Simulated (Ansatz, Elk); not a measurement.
# How far do independent atoms describe TaBeC?

Structure refinements treat a crystal as free atoms side by side. For a made-up structure of TaBeC (cell and positions from a PBEsol relaxation) the runs below show what the calculated density changes in F(hkl).

Method: DFT, PBE, all-electron APW+lo, Dirac cores, scalar-relativistic bands, static density, no spin, in Elk 11.2.3 (patched build).

The structure was built from a prototype and need not be the compound's stable phase.

## 1. The starting structure

It takes space group P-6m2 (No. 187, hexagonal). The conventional cell has a = 3.088 Å, b = 3.088 Å, c = 3.319 Å, α = 90.00°, β = 90.00°, γ = 120.00°. Ta has 6 C at 2.44 Å and 6 Be at 2.44 Å nearest. Nearest to C lie 3 Be at 1.78 Å and 6 Ta at 2.44 Å. Nearest to Be lie 3 C at 1.78 Å and 6 Ta at 2.44 Å. Farther neighbours are not listed.

## 2. Ground state and structure factors

An all-electron density is needed, since X-rays see the cores too. Task 0 finds the density and task 195 Fourier-transforms it; tshift is off so that phases refer to the origin typed.

elk.in reads:

```
tasks
  0
  195

xctype
  20

spinpol
  .false.

rgkmax
  7.0

gmaxvr
  14.0

lmaxo
  7

lmaxapw
  8

swidth
  0.002

tshift
  .false.

ramdisk
  .false.

hmaxvr
  5.5

maxscl
  120

epspot
  1e-06

sppath
  './'

avec
  5.83592935555 -0.00000000000 -0.00000000000
  -2.91796467778 5.05406307660 0.00000000000
  -0.00000000000 0.00000000000 6.27284952937

atoms
  3
  'Ta.in'
  1
  0.0000000000 0.0000000000 -0.0000000000   0.000000 0.000000 0.000000
  'C.in'
  1
  0.6666666667 0.3333333333 0.5000000000   0.000000 0.000000 0.000000
  'Be.in'
  1
  0.3333333333 0.6666666667 0.5000000000   0.000000 0.000000 0.000000

ngridk
  8 8 7
```

Launch:

```console
OMP_NUM_THREADS=4 elk
```

Numbers of over 12 decimals in the logs are rounded to 6 here.

Output:

```text
┌─────────────────────────┐
│ Elk code version 11.2.3 │
└─────────────────────────┘

All units are atomic (Hartree, Bohr, etc.)

┌─────────────────────────────────────────────────┐
│ Ground-state run starting from atomic densities │
└─────────────────────────────────────────────────┘

Lattice vectors :
   5.835929356      -0.000000000      -0.000000000
  -2.917964678       5.054063077       0.000000000
  -0.000000000       0.000000000       6.272849529

Reciprocal lattice vectors :
   1.076638342      0.6215974368       0.000000000
   0.000000000       1.243194874       0.000000000
   0.000000000       0.000000000       1.001647701

Unit cell volume      :    185.0186696
Brillouin zone volume :    1.340676668

Muffin-tin inner radius fraction :   0.1000000000E-01

Nuclei treated as point charges

Species : 1 (Ta)
 parameters loaded from : Ta.in
 name : tantalum
 nuclear charge    :   -73.00000000
 electronic charge :    73.00000000
 atomic mass :    329847.8435
 muffin-tin radius :    2.800000000
 number of radial points in muffin-tin :   1393
 inner part over the whole radius :   0.9923388882E-02
 number on inner part of muffin-tin    :    999
 approximate nuclear radius :   0.1005189763E-03
 number of mesh points to nuclear radius :    519
 atomic positions (lattice), magnetic fields (Cartesian) :
  1 :   0.00000000  0.00000000  0.00000000    0.00000000  0.00000000  0.00000000

Species : 2 (C)
 parameters loaded from : C.in
 name : carbon
 nuclear charge    :   -6.000000000
 electronic charge :    6.000000000
 atomic mass :    21894.16674
 muffin-tin radius :    1.659687692
 number of radial points in muffin-tin :    593
 inner part over the whole radius :   0.9925696437E-02
 number on inner part of muffin-tin    :    405
 approximate nuclear radius :   0.4747601631E-04
 number of mesh points to nuclear radius :    167
 atomic positions (lattice), magnetic fields (Cartesian) :
  1 :   0.66666667  0.33333333  0.50000000    0.00000000  0.00000000  0.00000000

Species : 3 (Be)
 parameters loaded from : Be.in
 name : beryllium
 nuclear charge    :   -4.000000000
 electronic charge :    4.000000000
 atomic mass :    16428.20280
 muffin-tin radius :    1.659687692
 number of radial points in muffin-tin :    593
 inner part over the whole radius :   0.9844665186E-02
 number on inner part of muffin-tin    :    402
 approximate nuclear radius :   0.4290726161E-04
 number of mesh points to nuclear radius :    156
 atomic positions (lattice), magnetic fields (Cartesian) :
  1 :   0.33333333  0.66666667  0.50000000    0.00000000  0.00000000  0.00000000

Total number of atoms per unit cell :    3
Total muffin-tin volume :    130.2522301
 ratio of muffin-tin to unit cell volume :   0.7039950635

Spin treatment :
 spin-unpolarised

Number of Bravais lattice symmetries :   24
Number of crystal symmetries         :   12
Crystal has no inversion symmetry
Complex Hermitian eigensolver will be used

k-point grid :      8     8     7
k-point offset :    0.000000000       0.000000000       0.000000000
k-point set is reduced with full crystal symmetry group
Total number of k-points :       60

Muffin-tin radius times maximum |G+k| :    7.000000000
 using average radius
Maximum |G+k| for APW functions       :    3.431722796
Maximum (1/2)|G+k|²                   :    5.888360673
Maximum |G| for potential and density :    14.00000000
Constant for pseudocharge density :   10
 order of it for each species :   17  17  17
 order of it for pair densities of each species (exact exchange by exxq0 0: 18) :   17   5   5
Radial integration step length :    1

G-vector grid sizes :     27    27    28
Number of G-vectors :     8517

Maximum angular momentum used for
 APW functions            :    8
 outer part of muffin-tin :    7
 inner part of muffin-tin :    2

Total nuclear charge    :   -83.00000000
Total core charge       :    50.00000000
Total valence charge    :    33.00000000
Total excess charge     :    0.000000000
Total electronic charge :    83.00000000

[...]
correlation                 :     -4.782885
 electron entropic           :    -0.58190306837277E-03
 total energy                :     -15681.290207127

Density of states at Fermi energy :    46.70940883
 (states/Hartree/unit cell)

Estimated indirect band gap :   0.2281628786E-03
 from k-point 38 to k-point 34
Estimated direct band gap   :   0.1727507901E-01
 at k-point 10

Charges :
 core                        :    50.00000000
 valence                     :    33.00000000
 interstitial                :    3.031567494
 muffin-tins (core leakage)
  species : 1 (Ta)
   atom 1                    :    71.47118147     ( -0.1293924612E-06)
  species : 2 (C)
   atom 1                    :    5.420199371     (  0.1227590870E-04)
  species : 3 (Be)
   atom 1                    :    3.077051665     (  0.2549846050E-02)
 total in muffin-tins        :    79.96843251
 total calculated charge     :    82.99636945
 total charge                :    83.00000000
 error                       :   0.3630548893E-02

RMS change in Kohn-Sham potential (target) :    4.294485953     (  0.1000000000E-05)
Absolute change in total energy (target)   :    1.888954951     (  0.1000000000E-03)

[... loops 3 to 16 left out ...]

┌──────────────────┐
│ Loop number : 17 │
└──────────────────┘

Energies :
 Fermi                       :     0.510254
 sum of occupied eigenvalues :     -9578.1162339194
 electron kinetic            :      17594.674559086
 core electron kinetic       :      16998.671543280
 Coulomb                     :     -32947.623726651
 Coulomb potential           :     -26746.418391965
 nuclear-nuclear             :     -1437.6696912345
 electron-nuclear            :     -36302.825688119
 Hartree                     :      4792.8716527028
 Madelung                    :     -19574.414530668
 xc potential                :     -426.37240104011
 exchange                    :     -321.25303369607
 correlation                 :     -4.798657
 electron entropic           :    -0.36155251271241E-03
 total energy                :     -15679.001220255

Density of states at Fermi energy :    27.72458304
 (states/Hartree/unit cell)

Estimated indirect band gap :   0.1475037666E-02
 from k-point 37 to k-point 10
Estimated direct band gap   :   0.9651229277E-02
 at k-point 37

Charges :
 core                        :    50.00000000
 valence                     :    33.00000000
 interstitial                :    2.921875138
 muffin-tins (core leakage)
  species : 1 (Ta)
[...]
species : 2 (C)
[...]
species : 3 (Be)
[...]
total in muffin-tins        :    80.07812486
 total calculated charge     :    82.99646216
 total charge                :    83.00000000
 error                       :   0.3537842470E-02

RMS change in Kohn-Sham potential (target) :   0.1350327810E-06 (  0.1000000000E-05)
Absolute change in total energy (target)   :   0.4589910532E-06 (  0.1000000000E-03)

Convergence targets achieved

┌──────────────────┐
│ Loop number : 18 │
└──────────────────┘

Energies :
 Fermi                       :     0.510254
 sum of occupied eigenvalues :     -9578.1162338993
 electron kinetic            :      17594.674559904
 core electron kinetic       :      16998.671544109
 Coulomb                     :     -32947.623727228
 Coulomb potential           :     -26746.418392316
 nuclear-nuclear             :     -1437.6696912345
 electron-nuclear            :     -36302.825688917
 Hartree                     :      4792.8716529236
 Madelung                    :     -19574.414531069
 xc potential                :     -426.37240148758
 exchange                    :     -321.25303370055
 correlation                 :     -4.798657
 electron entropic           :    -0.36155250841391E-03
 total energy                :     -15679.001220018

Density of states at Fermi energy :    27.72458249
 (states/Hartree/unit cell)

Estimated indirect band gap :   0.1475036522E-02
 from k-point 37 to k-point 10
Estimated direct band gap   :   0.9651227605E-02
 at k-point 37

Charges :
 core                        :    50.00000000
 valence                     :    33.00000000
 interstitial                :    2.921875134
 muffin-tins (core leakage)
  species : 1 (Ta)
   atom 1                    :    72.23121075     ( -0.1459196568E-06)
  species : 2 (C)
   atom 1                    :    4.901179389     (  0.1240049183E-04)
  species : 3 (Be)
   atom 1                    :    2.945734731     (  0.2562446085E-02)
 total in muffin-tins        :    80.07812487
 total calculated charge     :    82.99646216
 total charge                :    83.00000000
 error                       :   0.3537842418E-02

┌──────────────────────────────┐
│ Self-consistent loop stopped │
└──────────────────────────────┘

Warning : core states of species 3 leak from the muffin-tin :   0.2562446085E-02

Wrote STATE.OUT
```

The job ended after 16 s (4 threads of Arm Neoverse V2, shared host; peak memory 0.16 GiB; 50 s of CPU time).

SFACRHO.OUT:

```text

h k l indices transformed by vhmat matrix:
   1.000000000       0.000000000       0.000000000    
   0.000000000       1.000000000       0.000000000    
   0.000000000       0.000000000       1.000000000    

      h      k      l  multipl.   |H|            Re(F)            Im(F)           |F|

      0      0      0      1   0.0000000       82.999999     -0.26013454E-17   82.999999    
      0      0     -1      2   1.0016477       57.984069      0.16065406E-14   57.984069    
     -1      0      0      3   1.2431949       59.224317       1.3589618       59.239906    
     -1      1      0      3   1.2431949       59.224317      -1.3589618       59.239906    
      1      0      1      6   1.5965061       61.270857       1.1194852       61.281083    
      1     -1     -1      6   1.5965061       61.270857      -1.1194852       61.281083    
      0      0     -2      2   2.0032954       58.878123     -0.26949081E-14   58.878123    
      2     -1      0      6   2.1532767       57.084096      0.42154387E-09   57.084096    
     -1      0     -2      6   2.3576951       49.355069      0.48499191       49.357452    
      0     -1     -2      6   2.3576951       49.355069     -0.48499191       49.357452    
      1     -2      1     12   2.3748471       47.380356     -0.37994363E-09   47.380356    
      0      2      0      3   2.4863897       48.290173     -0.37272883       48.291611    
     -2      2      0      3   2.4863897       48.290173      0.37272883       48.291611    
      2      0      1      6   2.6805656       49.921881     -0.35016315       49.923109    
      0      2     -1      6   2.6805656       49.921881      0.35016315       49.923109    
     -2      1     -2     12   2.9410530       49.228627     -0.29514810E-09   49.228627    
      0      0      3      2   3.0049431       42.251019     -0.47641135E-14   42.251019    
      0      2     -2      6   3.1930121       42.377866     -0.30183621       42.378941
```

Elk indexes on the primitive cell of elk.in and gives |H| = 4π sin θ/λ in inverse bohr. Below, one row stands for each form hkl of the conventional cell (m members, Friedel mates merged), F is for one primitive cell and the density is static (no thermal factor). Free-atom factors are Waasmaier and Kirfel's, and R is Σm||F|−|F'||/Σm|F|.

```
hkl   m  sin θ/λ (Å⁻¹)  abs F, DFT  neutral atoms   diff.  abs of complex diff.
001   2          0.151      57.984         58.401  -0.417                 0.417
100   6          0.187      59.240         59.637  -0.398                 0.398
101  12          0.240      61.281         61.357  -0.076                 0.116
002   2          0.301      58.878         58.931  -0.053                 0.053
110   6          0.324      57.084         57.236  -0.151                 0.151
102  12          0.354      49.357         49.404  -0.046                 0.047
111  12          0.357      47.380         47.384  -0.004                 0.004
200   6          0.374      48.292         48.249  +0.043                 0.069
201  12          0.403      49.923         50.005  -0.081                 0.082
112  12          0.442      49.229         49.279  -0.051                 0.051
003   2          0.452      42.251         42.255  -0.004                 0.004
202  12          0.480      42.379         42.404  -0.025                 0.031
103  12          0.489      45.000         45.041  -0.041                 0.048
210  12          0.495      41.647         41.681  -0.034                 0.038
211  24          0.517      43.527         43.579  -0.052                 0.052
113  12          0.556      37.290         37.368  -0.078                 0.078
300   6          0.561      42.763         42.851  -0.088                 0.090
212  24          0.579      37.694         37.781  -0.087                 0.090
```

## 3. The highest occupied states alone

An energy window below the Fermi level keeps the highest occupied states, to see at which angles they scatter; shallow core shells can lie inside it and anion s states outside. No new self-consistency is needed.

Changes to elk.in since step 2:

```diff
@@ -1,3 +1,2 @@
 tasks
-  0
   195
@@ -40,2 +39,5 @@
 
+wsfac
+  0.069260 0.810250
+
 sppath
```

Launch:

```console
OMP_NUM_THREADS=4 elk
```

Output:

```text
┌─────────────────────────────────┐
│ Elk code version 11.2.3 started │
└─────────────────────────────────┘

Info(readinput): the functional depends on the density's gradient
 muffin-tin radial points multiplied by    2.00000
 (not where nrmtscf is given)

┌────────────────────┐
│ Current task : 195 │
└────────────────────┘
Info(checkmt): changed muffin-tin radius of species 2 (C) from   1.8000 to   1.6597
Info(checkmt): changed muffin-tin radius of species 3 (Be) from   1.8000 to   1.6597

Info(sfacrho): density structure factors written to SFACRHO.OUT

 Energy window :   0.6926000000E-01  0.8102500000

┌──────────────────┐
│ Elk code stopped │
└──────────────────┘
```

It took 2.7 s on 4 threads; peak memory 0.16 GiB; 4.3 s of CPU time.

States within 12 eV below the Fermi level hold 9.00 electrons; any levels below the window count with the cores. Their amplitudes can exceed the total, where window and core parts have opposite phase:

```
hkl  sin θ/λ (Å⁻¹)  abs F, window  abs F, all
001          0.151          0.830      57.984
100          0.187          0.789      59.240
101          0.240          0.966      61.281
002          0.301          0.517      58.878
110          0.324          0.320      57.084
102          0.354          0.251      49.357
111          0.357          0.172      47.380
200          0.374          0.136      48.292
201          0.403          0.123      49.923
112          0.442          0.029      49.229
```

[end of part 1 of 2]

[Logs are printed without paths, hosts, clocks, repeated set-up lines and the standing remarks that a program may print on its own settings, such as how far it seeks lower states.]

[Hosts, paths, dates, database ids (printed as entryN), source tags and the programs' standing remarks are cut or masked in the printed files.]
